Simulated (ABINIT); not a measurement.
# CsAuBr3 (I4/mmm): bands and cutoff in G0W0 with ABINIT, part 2 of 2

Wanted: a converged G0W0 gap of CsAuBr3 (I4/mmm), or an estimate of the limit.

ABINIT 10.8.3; LDA and many-body steps on it, plane waves. Known limits of the many-body steps: not at the basis limit; d shell near the gap, gap tends to lie low; no spin-orbit coupling; coarse k mesh.

So far. Step 3 (Screening, 2×2×2 mesh, 96 bands, screening to 62.6 eV): Local fields lower ε∞ by 17 %. On a Γ-centred mesh this coarse the value itself is usually too large, while a short band sum pulls it down. Step 4 (96 bands, 62.6 eV): The gap on the mesh goes from 0.95 eV to 1.71 eV, a correction of +0.76 eV.

### 6. 204 bands, 114.3 eV

This step: G0W0 on LDA, plane waves, norm-conserving pseudopotentials.

File run.abi:

```
acell 3*1.0 Angstrom
rprim 
  -3.879600000000 3.879600000000 5.653950000000
  3.879600000000 -3.879600000000 5.653950000000
  3.879600000000 3.879600000000 -5.653950000000
ntypat 3
znucl 55 79 35
natom 10
typat 1 1 2 2 3 3 3 3 3 3
xred 
  0.750000000000 0.250000000000 0.500000000000
  0.250000000000 0.750000000000 0.500000000000
  0.000000000000 0.000000000000 0.000000000000
  0.500000000000 0.500000000000 0.000000000000
  0.222000000000 0.222000000000 0.444000000000
  0.222000000000 0.778000000000 0.000000000000
  0.778000000000 0.778000000000 0.556000000000
  0.778000000000 0.222000000000 0.000000000000
  0.712200000000 0.712200000000 0.000000000000
  0.287800000000 0.287800000000 0.000000000000
pp_dirpath "pseudos"
pseudos "Cs.upf, Au.upf, Br.upf"
ecut 28
ngkpt 2 2 2
nshiftk 1
shiftk 0 0 0
kptopt 1
chksymbreak 0
istwfk *1
occopt 1
irdwfk 1
optdriver 4
nband 204
gwcalctyp 0
ecutsigx 28
symsigma 1
nkptgw 2
kptgw 
  0.5000000000 0.0000000000 0.0000000000
  0.0000000000 0.0000000000 0.0000000000
bdgw 
  48 51
  48 51
ecuteps 4.2
irdscr 1
ppmodel 1
indata_prefix "in"
outdata_prefix "out"
tmpdata_prefix "tmp"
```

Launch:

```console
$ OMP_NUM_THREADS=1 mpirun -n 4 abinit run.abi > log
```

Numbers of over 12 decimals in the logs are rounded to 6 here.

Log:

```text
.Version 10.8.3 of ABINIT. v10.8.2 released Aug 2026.

 Symmetries : space group I4/m m m (#139); Bravais tI (body-center tetrag.)
[... echo of the input left out ...]
== DATASET  1 ==================================================================
-   mpi_nproc: 4, omp_nthreads: 1 (-1 if OMP is not activated)

--- !DatasetInfo
iteration_state: {dtset: 1, }
dimensions: {natom: 10, nkpt: 4, mband: 204, nsppol: 1, nspinor: 1, nspden: 1, mpw: 16300, }
cutoff_energies: {ecut:  28.0, pawecutdg:  -1.0, }
electrons: {nelect:   9.80000000E+01, charge:   0.00000000E+00, occopt:   1.00000000E+00, tsmear:   1.00000000E-02, }

 SIGMA: Calculation of the GW corrections

 Based on a program developped by R.W. Godby, V. Olevano, G. Onida, and L. Reining.
 Incorporated in ABINIT by V. Olevano, G.-M. Rignanese, and M. Torrent.
.Using double precision arithmetic ; gwpc =  8

[... cell and pseudopotentials left out ...]
--------------------------------------------------------------------------------

 ==== K-mesh for the wavefunctions ====
 Number of points in the irreducible wedge :     4
[... list of points left out ...]
 Together with 16 symmetry operations and time-reversal symmetry
 yields     8 points in the full Brillouin Zone.

 ==== Q-mesh for screening function ====
 Number of points in the irreducible wedge :     4
[... list of points left out ...]
 Together with 16 symmetry operations and time-reversal symmetry
 yields     8 points in the full Brillouin Zone.

 vcoul_init : cutoff-mode = AUXILIARY_FUNCTION
 q-points for optical limit:   1
     1)      0.000010    0.000020    0.000030
 setmesh: FFT mesh size selected  =   120x  120x  120
          total number of points  =      1728000

 Number of electrons calculated from density =   98.0000; Expected =   98.0000
[...]
number of omega for Sigma on real axis              0
 max omega for Sigma on real axis  [eV]           0.00
 zcut for avoiding poles [eV]                     0.10

 EPSILON^-1 parameters (SCR file):
 dimension of the eps^-1 matrix on file            941
 dimension of the eps^-1 matrix used               941
 number of plane-waves for wavefunctions         16297
 number of bands                                   204
 number of q-points in IBZ                           4
 number of frequencies                               2
 number of real frequencies                          1
 number of imag frequencies                          1

 matrix elements of self-energy operator (all in [eV])

 Perturbative Calculation

--- !SelfEnergy_ee
iteration_state: {dtset: 1, }
kpoint     : [   0.500,    0.000,    0.000, ]
spin       : 1
KS_gap     :    0.950
QP_gap     :    1.714
Delta_QP_KS:    0.764
data: !SigmaeeData |
     Band     E0 <VxcDFT>   SigX SigC(E0)      Z dSigC/dE  Sig(E)    E-E0       E
       48   1.429 -15.325 -18.836   3.533   0.764  -0.309 -15.308   0.017   1.446
       49   1.889 -16.374 -18.623   2.769   0.777  -0.286 -15.969   0.405   2.294
       50   2.839 -16.176 -13.583  -1.098   0.781  -0.280 -15.008   1.168   4.008
[...]
--- !SelfEnergy_ee
iteration_state: {dtset: 1, }
kpoint     : [   0.000,    0.000,    0.000, ]
spin       : 1
KS_gap     :    2.153
QP_gap     :    3.416
Delta_QP_KS:    1.264
data: !SigmaeeData |
     Band     E0 <VxcDFT>   SigX SigC(E0)      Z dSigC/dE  Sig(E)    E-E0       E
[...]
50   3.722 -17.770 -15.016  -1.118   0.737  -0.357 -16.565   1.205   4.927
       51   4.837 -14.850 -11.061  -2.106   0.795  -0.258 -13.513   1.337   6.174

== END DATASET(S) ==============================================================
================================================================================

 -outvars: echo values of variables after computation  --------
           etotal      0.0000000000E+00
            nband         204
             nkpt           4
          spgroup         139
 [... the other variables as echoed above ...]

 Calculation completed.
```

The job ended after 1.8 min (4 MPI ranks of Intel Xeon Platinum 8488C (Sapphire Rapids), shared host; peak memory 8.7 GiB).

Numbers from this step:

```
G0W0 gap on the points computed              : 1.714 eV
starting gap on the mesh                     : 0.9502 eV
k of the valence top                         : 0.5, 0, 0
k of the conduction bottom                   : 0.5, 0, 0
Z at the valence top                         : 0.777
Z at the conduction bottom                   : 0.781
least direct G0W0 gap on the computed points : 1.714 eV
```

Against G0W0 in ABINIT (2×2×2 mesh, 96 bands, screening to 62.6 eV, Godby-Needs plasmon pole), the gap moves by +0.004 eV.

### 7. Screening, 2×2×2 mesh, 429 bands, screening to 176.9 eV

This step: RPA screening on LDA, plane waves, norm-conserving pseudopotentials.

run.abi: that of step 6 with these lines changed.

```diff
@@ -31,17 +31,8 @@
 irdwfk 1
-optdriver 4
-nband 204
-gwcalctyp 0
-ecutsigx 28
-symsigma 1
-nkptgw 2
-kptgw 
-  0.5000000000 0.0000000000 0.0000000000
-  0.0000000000 0.0000000000 0.0000000000
-bdgw 
-  48 51
-  48 51
-ecuteps 4.2
-irdscr 1
-ppmodel 1
+optdriver 3
+nband 429
+ecuteps 6.5
+inclvkb 2
+awtr 1
+symchi 1
 indata_prefix "in"
```

Log:

```text
.Version 10.8.3 of ABINIT. v10.8.2 released Aug 2026.

 Symmetries : space group I4/m m m (#139); Bravais tI (body-center tetrag.)
[... echo of the input left out ...]
== DATASET  1 ==================================================================
-   mpi_nproc: 4, omp_nthreads: 1 (-1 if OMP is not activated)

--- !DatasetInfo
iteration_state: {dtset: 1, }
dimensions: {natom: 10, nkpt: 4, mband: 429, nsppol: 1, nspinor: 1, nspden: 1, mpw: 16300, }
cutoff_energies: {ecut:  28.0, pawecutdg:  -1.0, }
[...]
--------------------------------------------------------------------------------
[... chi0 elements left out ...]
 For q-point:  0.000010 0.000020 0.000030
  dielectric constant =  21.1972
  dielectric constant without local fields =  25.7717

  Average fulfillment of the sum rule on Im[epsilon] for q-point    1 :     78.64  [%]
[... wings left out ...]
  q-point number  2        q = ( 0.500000, 0.000000, 0.000000) [r.l.u.]
--------------------------------------------------------------------------------
[... chi0 elements left out ...]
  Average fulfillment of the sum rule on Im[epsilon] for q-point    2 :     82.90  [%]

 [... 2 further q-points ...]
```

Wall time 34 min (4 MPI ranks); peak memory 16 GiB; 2.3 h of CPU time.

Numbers from this step:

| Item | Value |
| --- | --- |
| ε∞ with local fields, on this mesh, along the program's q direction | 21.20 |
| the same without local fields | 25.77 |
| plasma frequency | 19.92 eV |
| plane waves in the screening matrix | 1849 |

### 8. 429 bands, 176.9 eV

This step: G0W0 on LDA, plane waves, norm-conserving pseudopotentials.

run.abi: that of step 7 with these lines changed.

```diff
@@ -31,8 +31,17 @@
 irdwfk 1
-optdriver 3
+optdriver 4
 nband 429
+gwcalctyp 0
+ecutsigx 28
+symsigma 1
+nkptgw 2
+kptgw 
+  0.5000000000 0.0000000000 0.0000000000
+  0.0000000000 0.0000000000 0.0000000000
+bdgw 
+  48 51
+  48 51
 ecuteps 6.5
-inclvkb 2
-awtr 1
-symchi 1
+irdscr 1
+ppmodel 1
 indata_prefix "in"
```

Log:

```text
.Version 10.8.3 of ABINIT. v10.8.2 released Aug 2026.

 Symmetries : space group I4/m m m (#139); Bravais tI (body-center tetrag.)
[... echo of the input left out ...]
== DATASET  1 ==================================================================
-   mpi_nproc: 4, omp_nthreads: 1 (-1 if OMP is not activated)

--- !DatasetInfo
iteration_state: {dtset: 1, }
dimensions: {natom: 10, nkpt: 4, mband: 429, nsppol: 1, nspinor: 1, nspden: 1, mpw: 16300, }
cutoff_energies: {ecut:  28.0, pawecutdg:  -1.0, }
[...]
Band     E0 <VxcDFT>   SigX SigC(E0)      Z dSigC/dE  Sig(E)    E-E0       E
[...]
50   3.722 -17.770 -15.016  -1.559   0.772  -0.296 -16.848   0.922   4.644
       51   4.837 -14.850 -11.061  -2.543   0.795  -0.258 -13.860   0.990   5.827

== END DATASET(S) ==============================================================
================================================================================

 -outvars: echo values of variables after computation  --------
           etotal      0.0000000000E+00
            nband         429
             nkpt           4
          spgroup         139
 [... the other variables as echoed above ...]

 Calculation completed.
```

Elapsed: 11 min, on 4 MPI ranks; peak memory 15 GiB; 42 min of CPU time.

Numbers from this step:

| Quantity | Value |
| --- | --- |
| G0W0 gap on the points computed | 1.701 eV |
| starting gap on the mesh | 0.9502 eV |
| k of the valence top | 0.5, 0, 0 |
| k of the conduction bottom | 0.5, 0, 0 |
| least direct G0W0 gap on the computed points | 1.701 eV |

Against G0W0 in ABINIT (2×2×2 mesh, 204 bands, screening to 114.3 eV, Godby-Needs plasmon pole), the gap moves by −0.013 eV.

### 9. The runs together

Times are wall times on 4 MPI ranks of Intel Xeon Platinum 8488C (Sapphire Rapids), shared host, good to a factor of about two. A run's time includes the screening step that it read.

```csv
run,mesh,bands,screening cutoff (eV),DFT gap (eV),gap on the mesh (eV),direct (eV),ε∞ used,time
"96 bands, 62.6 eV",2×2×2,96,62.6,0.950,1.710,1.710,21.26,3.6 min
"204 bands, 114.3 eV",2×2×2,204,114.3,0.950,1.714,1.714,21.14,7.3 min
"429 bands, 176.9 eV",2×2×2,429,176.9,0.950,1.701,1.701,21.20,45 min
```

### 10. What came out

| Property | Result |
| --- | --- |
| 96 bands, 62.6 eV | 1.710 eV |
| 204 bands, 114.3 eV | 1.714 eV |
| 429 bands, 176.9 eV | 1.701 eV |
| known limits | not at the basis limit; d shell near the gap, gap tends to lie low; no spin-orbit coupling; coarse k mesh |

In words: From the first rung to the last the gap moves by −0.01 eV for 12 times the time. The gap turns back along the series, so no limit is drawn from it. In the G0W0 runs levels were corrected at 2 k points alone, so a gap called «on the mesh» is the least over those, and an edge elsewhere would be missed. A denser mesh or path gives a starting gap of 0.88 eV: the GW mesh misses a band edge, so its gaps are not the fundamental one. The 2×2×2 mesh is coarse for this cell, which bears on the long-range parts of exchange and screening. A d shell, filled or nearly so, lies near the gap. One-shot GW converges very slowly in bands there, not always from below, and on a semilocal start the gap tends to come out low; starts rich in exact exchange can overshoot instead. The many-body steps are scalar-relativistic: spin-orbit coupling is not in them.

[Paths, hosts, dates, memory and timing lines, banners, echoed tables and standing remarks are left out of the program output.]

[Logs are printed without paths, hosts, clocks, repeated set-up lines and the standing remarks that a program may print on its own settings, such as how far it seeks lower states.]

[Runs of the session that timed out or met a known fault of the program may be left out.]

[Hosts, paths, dates, database ids (printed as entryN), source tags and the programs' standing remarks are cut or masked in the printed files.]

[G0W0 gaps are taken among the corrected bands and points alone; a level outside them can change the order at an edge.]

[Where Ansatz stands beside ABINIT at settings called matched, ABINIT's density can come from a denser mesh and the files from another edition; pairs whose starting gaps differed by over 0.03 eV were left out, so agreement reads better than it is.]
